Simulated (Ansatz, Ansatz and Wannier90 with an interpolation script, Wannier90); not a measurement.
Rows from a G0W0 calculation on CdSe (Cadmoselite) (Ansatz 0.2.0; G0W0 on r2SCAN, plane waves, PAW; 6×6×4 mesh, 468 empty bands, screening to 150 eV), in eV. Spin-orbit coupling is left out.

The database entry behind the starting cell differs from later determinations by our own check (inner coordinate of an old entry), so it need not match the best structure at ambient conditions.

```csv
row,Σx,Σc,Vxc,Z
A,-20.02,1.68,-17.84,0.77
B,-8.33,-3.79,-12.28,0.80
C,-19.41,1.62,-17.29,0.77
D,-19.10,1.88,-16.65,0.76
E,-16.29,2.97,-12.70,0.69
F,-8.98,-3.43,-12.46,0.80
```

**Question.** Which rows are filled states and which are empty ones, and how can one tell?

Filled: A, C, D and E. Empty: B and F. The sign of Σc tells: for a filled state bare exchange, which holds its interaction with itself, lies below Vxc (Σx − Vxc is -2.1 eV or lower here) and screening gives part back as a positive Σc. For an empty state Σx lies above Vxc (+3.5 eV or more) and the Coulomb hole leaves Σc negative.

[Paths, hosts, dates, memory and timing lines, banners, echoed tables and standing remarks are left out of the program output.]

[Logs are printed without paths, hosts, clocks, repeated set-up lines and the standing remarks that a program may print on its own settings, such as how far it seeks lower states.]

[Runs of the session that timed out or met a known fault of the program may be left out.]

[Hosts, paths, dates, database ids (printed as entryN), source tags and the programs' standing remarks are cut or masked in the printed files.]
